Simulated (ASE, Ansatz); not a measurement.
# Localised basis functions on Σ7 (111) twist boundary in Li (204 atoms)

Wanted: errors and times of a linear-scaling basis for Σ7 (111) twist boundary in Li (204 atoms). A setting counts as converged where the r.m.s. difference of forces stays under 1 % of the r.m.s. force.

Program: Ansatz 0.2.0. Level of theory: Kohn-Sham DFT, PBE, PAW (set soft_2), plane waves. Results are calculated unless marked as measured.

### 1. Starting point

The cell holds 204 atoms: 204 Li. Its edges and angles: a = 13.133 Å, b = 13.133 Å, c = 30.597 Å, α = 90.0°, β = 90.0°, γ = 120.0°. It derives from Li (bcc). Bcc Li (a = 3.51 Å); two grains turned against each other by 38.21 deg about [111]; 1 x 1 coincidence cells, 5 lattice periods a grain, two boundaries a cell, upper grain shifted by [0, 0] of the boundary cell and opened by 0.1 Å, one atom of each pair nearer than 2.28 Å removed; not relaxed, displaced by a Gaussian of 0.02 Å. Regions: lower grain, 105 atoms (105 Li); upper grain, 99 atoms (99 Li).

Limits known from the start: The host structure and its lattice constant were typed by rule, without a check against the phase diagram. Sampling is at Γ alone, for a cell whose shortest periodic width is 11 Å.

### 2. Plane-wave single point

The first run fixes the reference, at a cutoff of 420 eV.

File input.yaml:

```yaml
crystal:
  lattice:
    - [13.13322, 0.0, 0.0]
    - [-6.56661, 11.3737, 0.0]
    - [0.0, 0.0, 30.59749]
  atoms:
    - { symbol: Li, position: [0.85728, 0.56931, 0.99933] }
    - { symbol: Li, position: [0.71499, 0.14336, 0.99996] }
    - { symbol: Li, position: [0.9047, 0.3822, 0.0334] }
    - { symbol: Li, position: [0.95306, 0.18775, 0.06602] }
    - { symbol: Li, position: [0.57205, 0.71281, 0.99984] }
    - { symbol: Li, position: [0.76116, 0.95598, 0.03289] }
    - { symbol: Li, position: [0.42742, 0.28273, 0.00149] }
    - { symbol: Li, position: [0.61979, 0.52381, 0.03302] }
    - { symbol: Li, position: [0.80971, 0.76045, 0.06655] }
    - { symbol: Li, position: [0.47811, 0.09691, 0.03333] }
    - { symbol: Li, position: [0.66651, 0.3353, 0.06621] }
    - { symbol: Li, position: [0.85707, 0.57213, 0.10025] }
    - { symbol: Li, position: [0.71421, 0.14241, 0.10001] }
    - { symbol: Li, position: [0.90388, 0.3788, 0.13273] }
    - { symbol: Li, position: [0.95413, 0.19229, 0.1649] }
    - { symbol: Li, position: [0.28184, 0.85461, 0.00164] }
    - { symbol: Li, position: [0.14272, 0.42726, 0.99931] }
    - { symbol: Li, position: [0.3357, 0.66918, 0.034] }
    - { symbol: Li, position: [0.52204, 0.90414, 0.06665] }
    - { symbol: Li, position: [0.99929, 0.00012, 0.99983] }
    - { symbol: Li, position: [0.18916, 0.23627, 0.03351] }
    - { symbol: Li, position: [0.38272, 0.47799, 0.06644] }
    - { symbol: Li, position: [0.57494, 0.71622, 0.10011] }
    - { symbol: Li, position: [0.76372, 0.95244, 0.13325] }
    - { symbol: Li, position: [0.23732, 0.05012, 0.06596] }
    - { symbol: Li, position: [0.43249, 0.28715, 0.09943] }
    - { symbol: Li, position: [0.61762, 0.52324, 0.1328] }
    - { symbol: Li, position: [0.81062, 0.76483, 0.16515] }
    - { symbol: Li, position: [0.47824, 0.09529, 0.1332] }
    - { symbol: Li, position: [0.66531, 0.33424, 0.16543] }
    - { symbol: Li, position: [0.85833, 0.57166, 0.19911] }
    - { symbol: Li, position: [0.71252, 0.14178, 0.199] }
    [... 166 atom lines left out ...]
    - { symbol: Li, position: [0.618, 0.0943, 0.93002] }
    - { symbol: Li, position: [0.66689, 0.33069, 0.96384] }
    - { symbol: Li, position: [0.80802, 0.04434, 0.96368] }
    - { symbol: Li, position: [0.00054, 0.99988, 0.89769] }
    - { symbol: Li, position: [0.05082, 0.23968, 0.93026] }
    - { symbol: Li, position: [0.23876, 0.18981, 0.96261] }
kpoints:
  mp_grid: { grid: [1, 1, 1] }
hamiltonian:
  xc: pbe
scf:
  occupations: { method: cold, width: 0.15 }
output:
  forces: true
  stress: true
  populations: true
  dos:
    method: { smearing: { sigma: 0.15 } }
    de: 0.1
    projected: { site_lists: { Li: [Li] } }
  eigenvalues: true
  write_density: true
  write_potential: true
  volumetric_format: npy
```

Command:

```console
> ansatz run input.yaml --threads 8 --pin off --max-ram 15872MiB --backend cpu --events-out ev --progress --plain --runs-dir out
```

Numbers of over 12 decimals in the logs are rounded to 6 here.

The log of the run:

```text
Engine: ansatz 0.2.0, x86_64-unknown-linux-gnu
Pseudopotentials: kind: paw
Pseudopotential: Li, paw, valence charge 3, recommended cutoff 420 eV (normal), Li.paw.azcp
Functional definition: PBE
  parameter kappa = 0.804
  parameter beta = 0.066725
  exchange = pbe_x(kappa = kappa, mu = beta*pi^2/3)
  correlation = pbe_c(beta = beta)
Crystal: 204 atoms, lattice volume = 4570.448 Å³
Basis set: ecut = 420 eV, 89245 PW (Γ), exchange–correlation on 180×180×432 points (8 copies of the dense FFT grid, shifted against one another)
Bands: 510, of which v1, the nominal top of the filled ones, is band 306 counted from 1 (305 counted from 0)
Symmetry: 1 space group operations
Space group: P1 (ITA 1), of the structure as read, at distance tolerance 1.7e-4 Å
k-points: 1
Non-local potential: Li, projectors of the file, l = 0: 3, l = 1: 2, l = 2: 1
PAW form: soft (Blöchl's): semilocal exchange-correlation on the pseudo side does not see the compensation charge
PAW one-centre angular grid: Li, 110 points (default); XC on 64 Gauss nodes
Initial density: superposition of atomic densities (neutral atoms: chi_scale 0, normalization atom), corrected by the library's trained network
Initial wavefunctions: pseudopotential atomic-orbital guess
Functional: x = pbe(κ = 0.804, μ = 0.219515), c = pbe(β = 0.066725)
SCF iter   1: F=—  HF=-41740.354200 eV  |F-HF|=—  |Δ(HF+E_count)|=         —  Δρ=9.57e-4  dr2=4.17e-1  ethr=1.77e-3  ⟨swp⟩=12.0  Hψ=3421  notcnv=0  defer=3
preconditioner: auto → Kerker (q_TF=auto, 1.951 Å⁻¹)  [metal: Δε(μ)=0.056 eV  Ē_g=3.671 eV  σ=0.150 eV  W_gap=0.27  n_scr=564 (ndim 8)  ℏωp=7.8 eV  f_vac=0.000  D(μ)=122.34/eV (n_scr^D=842)]
SCF iter   2: F=—  HF=-41740.365433 eV  |F-HF|=—  |Δ(HF+E_count)|=   1.12e-2  S|Δr|=    0.00e0  Δρ=6.06e-4  dr2=6.43e-2  ethr=6.81e-5  ⟨swp⟩=1.0  Hψ=587  notcnv=0  defer=3
SCF iter   3: F=—  HF=-41740.362318 eV  |F-HF|=—  |Δ(HF+E_count)|=   3.12e-3  S|Δr|=    0.00e0  Δρ=3.23e-4  dr2=1.49e-2  ethr=1.05e-5  ⟨swp⟩=1.0  Hψ=367  notcnv=0  defer=3
SCF iter   4: F=—  HF=-41740.361848 eV  |F-HF|=—  |Δ(HF+E_count)|=   4.70e-4  S|Δr|=    0.00e0  Δρ=6.26e-5  dr2=9.62e-4  ethr=2.43e-6  ⟨swp⟩=2.0  Hψ=467  notcnv=0  defer=3
SCF iter   5: F=—  HF=-41740.361782 eV  |F-HF|=—  |Δ(HF+E_count)|=   6.69e-5  S|Δr|=    0.00e0  Δρ=2.29e-5  dr2=2.22e-4  ethr=1.57e-7  ⟨swp⟩=2.0  Hψ=368  notcnv=0  defer=3
SCF iter   6: F=—  HF=-41740.361806 eV  |F-HF|=—  |Δ(HF+E_count)|=   2.49e-5  S|Δr|=    0.00e0  Δρ=8.41e-6  dr2=1.78e-5  ethr=3.63e-8  ⟨swp⟩=2.0  Hψ=368  notcnv=0  defer=3
SCF iter   7: F=—  HF=-41740.362294 eV  |F-HF|=—  |Δ(HF+E_count)|=   4.87e-4  S|Δr|=    0.00e0  Δρ=2.65e-6  dr2=2.39e-6  ethr=2.90e-9  ⟨swp⟩=3.0  Hψ=806  notcnv=0  defer=3
SCF iter   8: F=—  HF=-41740.362294 eV  |F-HF|=—  |Δ(HF+E_count)|=   7.09e-8  S|Δr|=    0.00e0  Δρ=9.35e-7  dr2=3.99e-7  ethr=3.91e-10  ⟨swp⟩=2.0  Hψ=382  notcnv=0  defer=3
SCF iter   9: F=-41740.362294 eV  HF=-41740.362294 eV  |F-HF|=9.44e-9  |Δ(HF+E_count)|=   1.35e-8  S|Δr|=    0.00e0  Δρ=3.02e-7  dr2=1.89e-8  ethr=1.63e-11  ⟨swp⟩=17.0  Hψ=3142  notcnv=0
SCF 1 converged in 9 iterations: F = -41740.362294 eV  dr2 = 1.89e-8
  greatest PAW one-centre occupation: 1.000 electrons in one spin orbital (limit 2), on the Li atom at site 1 (counted from 0), in its partial waves of l = 0
SCF converged after 9 iterations
Stability not checked: this state was not tested for a lower state beside it, because cold or Methfessel-Paxton smearing, or corrected tetrahedra, fill the levels in a way that the test cannot read (fill_not_monotonic; see scf.lower_state_search)
Free energy (F): -41740.362294 eV
Harris-Foulkes:  -41740.362294 eV  (|F-HF|=9.44e-9)
Internal energy: -41740.065932 eV  (E = F + TS)
E sigma→0 (E₀):  -41740.263507 eV
Entropy (-TS):   -0.296362 eV (-1.453 meV/atom)
Fermi energy:    0.723803 eV
Step filling:    the computed levels leave a gap of 0.0021 eV = 0.0 smearing widths at the electron count; against every level under it full and every level over it empty, smearing changes F+E_penalty+E_count by -199.021 meV and its σ→0 estimate by -100.233 meV
--- Per-component energies (eV) ---
  E_band       = -18885.729246
  E_kinetic    = 4279.968199
  E_local      = -28174.122572  (includes V_loc(G=0)·N_el)
  E_nonlocal   = -6787.748794
  E_hartree    = 8490.428887
  E_xc         = -2025.714134
  E_vxc        = -2606.757355  (∫ρ·V_xc dr)
  E_paw        = -4284.472045  (= ΣΔE_a)
  E_vpaw       = -2577.928043  (= ΣTr[D̂ρ^β])
  E_aug_tail   = 0.002848  (compensation charges beyond the density's cutoff)
  E_ewald      = -13238.408321
  E_smearing   = -0.296362  (= −TS)
  E_closure    = 0.000000  (closes the sum)
  Σ components = -41740.362294   (vs F -41740.362294, Δ=0.00e0)
--- Forces (eV/Å), atoms counted from 1 ---
  atom   1  Li    -0.38513084    -0.27978390     0.96740367
  atom   2  Li    -0.11014093     0.47779189     0.82149893
  atom   3  Li    -0.01821959    -0.08864186    -0.10222141
  atom   4  Li    -0.02760273     0.03869187    -0.15227541
  atom   5  Li    -0.07981862     0.00466348    -0.15210851
  atom   6  Li    -0.01017586    -0.43892813     0.70988351
  atom   7  Li     0.44399916    -0.11141800     0.80815666
  atom   8  Li     0.06575517    -0.01769027    -0.10151998
  atom   9  Li     0.01145481     0.05148083    -0.19020714
  atom  10  Li    -0.03028932     0.01795774    -0.09523494
  atom  11  Li     0.03788644    -0.01385031    -0.04113613
  atom  12  Li     0.01354929    -0.00491470    -0.02901995
  atom  13  Li     0.00729586    -0.01369229    -0.03378238
  atom  14  Li    -0.01015743     0.04542221    -0.00151951
[...]
atom 203  Li    -0.07341203    -0.13125055     0.08017130
  atom 204  Li    -0.19656483    -0.40167500    -0.76535473
  max |Σ_I F_I| component: 8.77e-6 eV/Å
--- Stress (GPa, compression-positive) ---
       -0.200797      -0.001640       0.001261
       -0.001640      -0.196873       0.001782
        0.001261       0.001782      -1.612518
  P = ⅓ Tr σ = -0.6701 GPa (-6.701 kbar)
--- Band table (eV) ---
  k-point 0: bands = ["-46.4981", "-46.4840", "-46.4811", "-46.4748", [... 494 levels ...], "4.9599", "4.9672", "4.9789", "5.1114", "5.1247", "5.1265", "5.1326", "5.1379", "5.1493", "5.2237", "5.2362", "5.2597"]
--- Löwdin populations: 204 sites ---
  site symbol       q [e]
     0     Li      2.9157
     1     Li      2.9197
     2     Li      2.8897
[...]
203     Li      2.9182
  spilling = 0.030663 (of n_electrons = 612.000000)
```

Wall time 29 s (8 threads of Intel Xeon Platinum 8488C (Sapphire Rapids), shared host); peak memory 5.7 GiB; 3.6 min of CPU time.

Numbers from this run:

```
free energy                             : -41740.3623 eV
free energy per atom                    : -204.6096 eV/atom
SCF cycles                              : 9
pressure                                : -0.6701 GPa
r.m.s. force component                  : 0.1768 eV/Å
longest force                           : 1.078 eV/Å
Fermi energy                            : 0.7238 eV
levels partly filled by over 2 per cent : 17
spilling of the projection              : 0.03066
```

Length of the force by element:

| element | coordination | atoms | mean length of the force (eV/Å) | spread | least | most |
| --- | --- | --- | --- | --- | --- | --- |
| Li | all | 204 | 0.164 | 0.259 | 0.0085 | 1.08 |

The mean of these charges, 0.092 e, is only the charge that the projection spills.

Löwdin charges by element (they lack the spilled electrons, 0.092 e an atom on average):

| element | coordination | atoms | mean charge (e) | spread | least | most |
| --- | --- | --- | --- | --- | --- | --- |
| Li | all | 204 | 0.092 | 0.0181 | 0.0494 | 0.141 |

By region:

| region | atoms | mean length of the force (eV/Å) |
| --- | --- | --- |
| lower grain | 105 | 0.167 |
| upper grain | 99 | 0.159 |

Density of states as counts of states in windows of 1 eV (from the Fermi level), total and the larger projections:

| from (eV) | to (eV) | total | Li s |
| --- | --- | --- | --- |
| -18 | -4 | 0.0 | 0.0 |
| -4 | -3 | 7.1 | 7.1 |
| -3 | -2 | 57.6 | 56.9 |
| -2 | -1 | 37.7 | 36.3 |
| -1 | 0 | 100.3 | 83.8 |
| 0 | 1 | 111.7 | 61.3 |
| 1 | 2 | 57.5 | 18.9 |
| 2 | 3 | 68.7 | 11.4 |
| 3 | 4 | 106.1 | 25.1 |

The stored curve holds about 203 of the 612 electrons; the rest, give or take the few that broadening carries across the Fermi level, lie in deeper levels below its range.

The levels nearest the highest filled one (over half full), pooled over k-points and spins:

| level less the highest filled one (eV) | occupation |
| --- | --- |
| -0.0272 | 1.48 |
| -0.0262 | 1.47 |
| -0.0239 | 1.45 |
| -0.0047 | 1.25 |
| -0.0025 | 1.23 |
| 0 | 1.21 |
| 0.0533 | 0.699 |
| 0.0553 | 0.681 |
| 0.0571 | 0.666 |
| 0.0599 | 0.643 |
| 0.0613 | 0.631 |
| 0.0624 | 0.622 |

Planar average of the electrostatic potential energy along the normal, with the Fermi level as zero, after a running mean with a triangular window 4 Å wide at its base:

| height (Å) | potential energy (eV) |
| --- | --- |
| 0.0 | -0.16 |
| 0.8 | -0.48 |
| 1.7 | -0.61 |
| 2.5 | -0.59 |
| 3.5 | -0.57 |
| 4.4 | -0.58 |
| 5.2 | -0.57 |
| 6.1 | -0.55 |
| 6.9 | -0.53 |
| 7.8 | -0.54 |
| 8.6 | -0.55 |
| 9.6 | -0.58 |
| 10.5 | -0.59 |
| 11.3 | -0.59 |
| 12.2 | -0.60 |
| 13.0 | -0.55 |
| 13.9 | -0.30 |
| 14.7 | 0.02 |
| 15.7 | -0.01 |
| 16.6 | -0.34 |
| 17.4 | -0.58 |
| 18.3 | -0.60 |
| 19.1 | -0.57 |
| 20.0 | -0.56 |
| 20.8 | -0.56 |
| 21.8 | -0.57 |
| 22.7 | -0.58 |
| 23.5 | -0.57 |
| 24.4 | -0.56 |
| 25.2 | -0.56 |
| 26.1 | -0.58 |
| 26.9 | -0.61 |
| 27.9 | -0.46 |
| 28.8 | -0.13 |
| 29.6 | 0.08 |
| 30.5 | -0.11 |

Valence density in the ca plane at fractional y = 0.000, with atoms of Li within 0.2 Å of it. It is the smooth field of the valence electrons, not physical close to the nuclei.

Values in e/Å³, 13 rows by 16 columns, each cell a mean:
```
0.1 0.1 0.8 0.1 0.1 0.5 0.0 0.1 0.6 0.0 0.1 0.5 0.1 0.1 0.6 0.1
0.1 0.1 0.0 0.1 0.1 0.0 0.0 0.0 0.0 0.0 0.1 0.0 0.1 0.1 0.0 0.0
0.1 0.1 0.1 0.2 0.0 0.1 0.2 0.0 0.0 0.1 0.2 0.1 0.1 0.3 0.1 0.1
0.1 0.0 0.0 0.1 0.0 0.0 0.0 0.0 0.0 0.0 0.1 0.1 0.0 0.1 0.0 0.0
0.1 0.1 0.1 0.1 0.1 0.1 0.0 0.0 0.0 0.0 0.1 0.1 0.0 0.1 0.1 0.0
0.0 0.0 0.1 0.0 0.0 0.1 0.0 0.0 0.0 0.0 0.0 0.0 0.0 0.0 0.0 0.1
0.0 0.0 0.0 0.0 0.0 0.0 0.0 0.0 0.0 0.0 0.1 0.0 0.1 0.1 0.0 0.1
0.1 0.1 0.1 0.1 0.1 0.1 0.1 0.0 0.0 0.0 0.0 0.0 0.0 0.0 0.0 0.0
0.1 0.1 0.1 0.1 0.1 0.1 0.1 0.1 0.1 0.1 0.0 0.1 0.1 0.0 0.1 0.1
0.0 0.1 0.0 0.0 0.1 0.0 0.1 0.1 0.1 0.1 0.0 0.1 0.1 0.0 0.1 0.1
0.1 0.2 0.1 0.1 0.1 0.0 0.1 0.1 0.1 0.1 0.1 0.1 0.1 0.1 0.1 0.1
0.1 0.1 0.1 0.1 0.1 0.1 0.1 0.1 0.1 0.0 0.1 0.1 0.0 0.0 0.1 0.0
0.1 0.3 2.2 0.1 0.5 2.2 0.0 0.4 2.3 0.1 0.4 2.3 0.1 0.3 2.3 0.1
```
Columns run along c (16.0 Å, from fractional 0.24 to 0.76 of the cell), rows up along a (13.1 Å). Atoms in or near the plane, at fractional coordinates: Li at (0.30, 0.00), Li at (0.40, 0.00), Li at (0.50, 0.00), Li at (0.60, 0.00), Li at (0.70, 0.00).

Electrostatic potential energy in the ca plane at fractional y = 0.000, with atoms of Li within 0.2 Å of it. With pseudopotentials it is smooth inside the atoms' cores, unlike the true potential.

Ten even steps from '0' (-16 eV) to '9' (3 eV), each cell a mean:
```
79987211589986212689986112689985112789973114899
99998767899998777899998778899998778999998778999
99999999999999999999999999999999999999999999999
77899998777899998767899999998667899997667899988
12689987412789986203789999986103789985104899985
33689997413789987425799999987325899986226899986
88899998878899998878899999998878999998778999998
99999999999999999999999999999999999999999999999
99999999999999999999999999999999999999999999999
99988999999888999999888888888999998888999998889
99888999999888999999888898888999999889999999889
99999999999999999999999999999999999999999999999
88999999888999999888999999999889999999889999999
88899999888999998888999999999888999999888999998
89999999989999999889999999999988999999989999999
99999999999999999999999999999999999999999999999
99999999999999999999999999889999999999999999999
98755789998656899997656787646899987657899987557
98401689987302789986204776203789986215899985015
98645789998646899997656787646899987657899987557
99988999999888999999888998888999999889999998889
99999889999999888999999888999999888999999888999
89997434689987324799987424789986324799985335899
78985000289983000489983000489871000689860000789
```
Columns run along c (16.0 Å, from fractional 0.24 to 0.76 of the cell; values clipped at the 3rd and 97th percentile), rows up along a (13.1 Å). Atoms in or near the plane, at fractional coordinates: Li at (0.30, 0.00), Li at (0.40, 0.00), Li at (0.50, 0.00), Li at (0.60, 0.00), Li at (0.70, 0.00).

Löwdin charges run from +0.05 to +0.14 e, about a mean that is the spilled charge alone. Among metals such projection charges depend strongly on the orbitals used and are no measure of ionicity.

### 3. Local order

Bonds and neighbours are counted at the geometry of the runs.

Density 0.514 g/cm³, 22.40 Å³ an atom.

Pair distribution function in bins of 0.2 Å:

| r (Å) | total |
| --- | --- |
| 2.30 | 0.11 |
| 2.50 | 0.16 |
| 2.70 | 0.00 |
| 2.90 | 0.58 |
| 3.10 | 6.54 |
| 3.30 | 0.00 |
| 3.50 | 3.85 |
| 3.70 | 0.22 |
| 3.90 | 0.00 |
| 4.10 | 0.03 |
| 4.30 | 0.09 |
| 4.50 | 0.21 |
| 4.70 | 0.10 |
| 4.90 | 3.52 |
| 5.10 | 0.57 |
| 5.30 | 0.10 |
| 5.50 | 0.03 |
| 5.70 | 1.38 |
| 5.90 | 4.16 |
| 6.10 | 1.64 |
| 6.30 | 0.13 |
| 6.50 | 0.32 |
| 6.70 | 0.09 |
| 6.90 | 0.36 |
| 7.10 | 0.81 |
| 7.30 | 0.27 |
| 7.50 | 0.31 |
| 7.70 | 3.04 |

The first peak of g(r) lies near 3.04 Å.

[end of part 1 of 2]

[Logs are printed without paths, hosts, clocks, repeated set-up lines and the standing remarks that a program may print on its own settings, such as how far it seeks lower states.]

[Hosts, paths, dates, database ids (printed as entryN), source tags and the programs' standing remarks are cut or masked in the printed files.]
